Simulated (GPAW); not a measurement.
# Fe: cost and accuracy of all numerical settings together, part 2 of 2

Two starts of Fe are run at each rung of all numerical settings together. Which rung is enough?

GPAW 26.7.0; PBE; plane waves with GPAW's PAW setups, scalar-relativistic.

So far, largest spin moment in the augmentation sphere (μB): step 2 (rung 1 (280 eV, mesh 6×6×6), start ferro +) 2.30; step 3 (rung 1 (280 eV, mesh 6×6×3), start antiferro q=(0,0,1/2) +-) 2.03; step 4 (rung 2 (380 eV, mesh 8×8×8), start ferro +) 2.34; step 5 (rung 2 (380 eV, mesh 8×8×4), start antiferro q=(0,0,1/2) +-) 2.03; step 6 (rung 3 (500 eV, mesh 12×12×12), start ferro +) 2.32.

The database entry behind the starting cell differs from other determinations of this structure, so it need not match the best structure at room temperature.

### Step 7. Rung 3 (500 eV, mesh 12×12×6), start antiferro q=(0,0,1/2) +-

Contents of order2.py:

```python
import json
import numpy as np
from ase import Atoms
from ase.parallel import paropen, parprint
from gpaw import GPAW

atoms = Atoms(['Fe', 'Fe'],
    cell=[[-1.443, 1.443, 1.443],
         [1.443, -1.443, 1.443],
         [2.886, 2.886, -2.886]],
    scaled_positions=[[0.0, 0.0, 0.0],
         [0.0, 0.0, 0.5]],
    pbc=True,
    magmoms=[2.8, -2.8])
atoms.calc = GPAW(mode={'name': 'pw', 'ecut': 500},
    xc='PBE',
    kpts={'size': (12, 12, 6), 'gamma': True},
    occupations={'name': 'fermi-dirac', 'width': 0.1},
    convergence={'density': 1e-05, 'energy': 1e-05},
    maxiter=200,
    symmetry={'tolerance': 1e-4},
    txt='order2.txt')
e = atoms.get_potential_energy(force_consistent=True)
res = {'free_energy': e, 'energy_sigma0': atoms.get_potential_energy(), 'fermi_energy': atoms.calc.get_fermi_level()}
res['moments'] = atoms.get_magnetic_moments().tolist()
res['total'] = atoms.get_magnetic_moment()
parprint('site moments (muB):', np.round(res['moments'], 3))
parprint(f"total moment: {res['total']:.3f} muB")
parprint(f'free energy: {e:.6f} eV')
atoms.calc.write('order2.gpw')
with paropen('results.json', 'w') as f:
    json.dump(res, f)
```

On the command line:

```console
$ OMP_NUM_THREADS=1 mpirun -n 2 gpaw python order2.py > order2.log
```

Output:

```text
site moments (muB): [ 2.074 -2.074]
total moment: 0.000 muB
free energy: -17.626436 eV

--- order2.txt ---
Input parameters:
  mode=PW(ecut=500),
  convergence={'density': 1e-05, 'energy': 1e-05},
  kpts=MonkhorstPack(size=(12, 12, 6), gamma=True),
  maxiter=200,
  occupations=Occupations(name='fermi-dirac', width=0.1),
  symmetry=Symmetry(tolerance=0.0001),
  xc=XC(name='PBE')

Diagonalizing LCAO Hamiltonian
[...]
|          3 |         7.652 |     1.000 |         7.652 |     1.000 |
|          4 |         7.805 |     1.000 |         7.805 |     1.000 |
[...]
|         10 |        10.963 |     0.000 |        10.963 |     0.000 |
|         11 |        10.981 |     0.000 |        10.981 |     0.000 |
|         12 |        16.846 |     0.000 |        16.846 |     0.000 |
|         13 |        28.773 |     0.000 |        28.773 |     0.000 |

No gap
No difference between direct/indirect transitions


[key lines of the parts left out:]
Free energy:     -17.626436
Converged in 15 steps
dipole moment: (-7.082851, -7.082851, -7.082823)  # |e|*Ang
Fermi level: 9.653
```

It took 1.7 min on 2 MPI ranks of Arm Neoverse N1, shared host; peak memory 0.41 GiB.

Numbers from this step:

- magnetization: 0 μB
- final state: antiferromagnetic
- largest moment: 2.074 μB

This start lies +210.2 meV a seeded atom from the first, a change of +24.3 meV since rung 2; its largest moment is 2.07 μB.

### Step 8. Rung 4 (700 eV, mesh 16×16×16), start ferro +

Contents of order1.py:

```python
import json
import numpy as np
from ase import Atoms
from ase.parallel import paropen, parprint
from gpaw import GPAW

atoms = Atoms(['Fe'],
    cell=[[-1.443, 1.443, 1.443],
         [1.443, -1.443, 1.443],
         [1.443, 1.443, -1.443]],
    scaled_positions=[[0.0, 0.0, 0.0]],
    pbc=True,
    magmoms=[2.8])
atoms.calc = GPAW(mode={'name': 'pw', 'ecut': 700},
    xc='PBE',
    kpts={'size': (16, 16, 16), 'gamma': True},
    occupations={'name': 'fermi-dirac', 'width': 0.05},
    convergence={'density': 1e-05, 'energy': 1e-05},
    maxiter=200,
    symmetry={'tolerance': 1e-4},
    txt='order1.txt')
e = atoms.get_potential_energy(force_consistent=True)
res = {'free_energy': e, 'energy_sigma0': atoms.get_potential_energy(), 'fermi_energy': atoms.calc.get_fermi_level()}
res['moments'] = atoms.get_magnetic_moments().tolist()
res['total'] = atoms.get_magnetic_moment()
parprint('site moments (muB):', np.round(res['moments'], 3))
parprint(f"total moment: {res['total']:.3f} muB")
parprint(f'free energy: {e:.6f} eV')
atoms.calc.write('order1.gpw')
with paropen('results.json', 'w') as f:
    json.dump(res, f)
```

On the command line:

```console
$ OMP_NUM_THREADS=1 mpirun -n 2 gpaw python order1.py > order1.log
```

Output:

```text
site moments (muB): [2.315]
total moment: 2.272 muB
free energy: -9.027184 eV

--- order1.txt ---
Input parameters:
  mode=PW(ecut=700),
  convergence={'density': 1e-05, 'energy': 1e-05},
  kpts=MonkhorstPack(size=(16, 16, 16), gamma=True),
  maxiter=200,
  occupations=Occupations(name='fermi-dirac', width=0.05),
  symmetry=Symmetry(tolerance=0.0001),
  xc=XC(name='PBE')

Diagonalizing LCAO Hamiltonian
[...]
|          3 |         7.124 |     1.000 |         9.133 |     0.971 |
|          4 |         8.237 |     1.000 |        11.065 |     0.000 |
|          5 |         8.237 |     1.000 |        11.065 |     0.000 |
|          6 |        34.801 |     0.000 |        38.524 |     0.000 |
|          7 |        38.346 |     0.000 |        38.524 |     0.000 |
|          8 |        38.346 |     0.000 |        40.930 |     0.000 |

No gap
No difference between direct/indirect transitions

[key lines of the parts left out:]
Free energy:      -9.027184
Converged in 12 steps
dipole moment: (-3.533061, -3.533061, -3.533061)  # |e|*Ang
Fermi level: 9.309
```

Wall time 29 s (2 MPI ranks); peak memory 0.34 GiB.

Read from the output:

- magnetization: 2.272 μB
- final state: ferromagnetic
- largest moment: 2.315 μB

The largest moment is that of rung 3, at 1.9 times its CPU time.

### Step 9. Rung 4 (700 eV, mesh 16×16×8), start antiferro q=(0,0,1/2) +-

order2.py is the script of step 7 with these lines changed:

```diff
@@ -14,6 +14,6 @@
     magmoms=[2.8, -2.8])
-atoms.calc = GPAW(mode={'name': 'pw', 'ecut': 500},
+atoms.calc = GPAW(mode={'name': 'pw', 'ecut': 700},
     xc='PBE',
-    kpts={'size': (12, 12, 6), 'gamma': True},
-    occupations={'name': 'fermi-dirac', 'width': 0.1},
+    kpts={'size': (16, 16, 8), 'gamma': True},
+    occupations={'name': 'fermi-dirac', 'width': 0.05},
     convergence={'density': 1e-05, 'energy': 1e-05},
```

On the command line:

```console
$ OMP_NUM_THREADS=1 mpirun -n 2 gpaw python order2.py > order2.log
```

Output:

```text
site moments (muB): [ 2.088 -2.088]
total moment: 0.000 muB
free energy: -17.623057 eV

--- order2.txt ---
Input parameters:
  mode=PW(ecut=700),
  convergence={'density': 1e-05, 'energy': 1e-05},
  kpts=MonkhorstPack(size=(16, 16, 8), gamma=True),
  maxiter=200,
  occupations=Occupations(name='fermi-dirac', width=0.05),
  symmetry=Symmetry(tolerance=0.0001),
  xc=XC(name='PBE')

Diagonalizing LCAO Hamiltonian
[...]
|          3 |         7.636 |     1.000 |         7.636 |     1.000 |
|          4 |         7.795 |     1.000 |         7.795 |     1.000 |
[...]
|         10 |        10.963 |     0.000 |        10.963 |     0.000 |
|         11 |        10.972 |     0.000 |        10.972 |     0.000 |
|         12 |        16.839 |     0.000 |        16.839 |     0.000 |
|         13 |        28.772 |     0.000 |        28.772 |     0.000 |

No gap
No difference between direct/indirect transitions

[key lines of the parts left out:]
Free energy:     -17.623057
Converged in 14 steps
dipole moment: (-7.084074, -7.084074, -7.084045)  # |e|*Ang
Fermi level: 9.652
```

Wall time 4.2 min (2 MPI ranks); peak memory 0.71 GiB; 8.4 min of CPU time.

This step gave:

| Quantity | Value |
| --- | --- |
| magnetization | 0 μB |
| final state | antiferromagnetic |
| largest moment | 2.088 μB |

This start lies +215.7 meV a seeded atom from the first, a change of +5.4 meV since rung 3; its largest moment is 2.09 μB.

### Step 10. Side by side

Ladder, by row:

```csv
rung,cutoff (eV),mesh,smearing (eV),state from the first start,state from the second start,second less first (meV a seeded atom),"moment, first (μB)","moment, second (μB)",CPU time (s)
1,280,6x6x6,0.2,ferromagnetic,antiferromagnetic,203.5,2.297,2.031,37.26
2,380,8x8x8,0.15,ferromagnetic,antiferromagnetic,185.9,2.343,2.031,66.81
3,500,12x12x12,0.1,ferromagnetic,antiferromagnetic,210.2,2.32,2.074,231.1
4,700,16x16x16,0.05,ferromagnetic,antiferromagnetic,215.7,2.315,2.088,561.6
```

### Step 11. Summary of results

```
range of the moment in the table, first start            : 2.30 to 2.34 μB
range of CPU time                                        : 37 s to 9.4 min
range of the energy difference                           : 186 to 216 meV a seeded atom
first rung from which all stay within 11 meV of the last : 3
```

In words: From rung 3 on the result stays within 5.4 meV of the last rung, inside the margin of 11 meV set for it, at 41 % of the last rung's cost. The first start ends lower on every rung of the table; whether functional and cell give the true order is another question.

[Long decimals in the printed logs are rounded to 6 places.]

[Logs and program files are shortened in this print: banners, set-up blocks, solver, clock and traceback lines can be left out without a mark of their own.]

[Logs are printed without paths, hosts, clocks, repeated set-up lines and the standing remarks that a program may print on its own settings, such as how far it seeks lower states.]

[Hosts, paths, dates, database ids (printed as entryN), source tags and the programs' standing remarks are cut or masked in the printed files.]

[Where the starting crystal was built by hand or by swapping elements, it need not be the compound's stable phase.]

[Where a cell is said to come from a database of computed structures, the database is the Materials Project.]

[Runs that the program refused, that were killed for memory or that had too few empty states are not shown or counted.]

[Lattice constants of own cells that a recipe calls measured were typed without a cited source.]
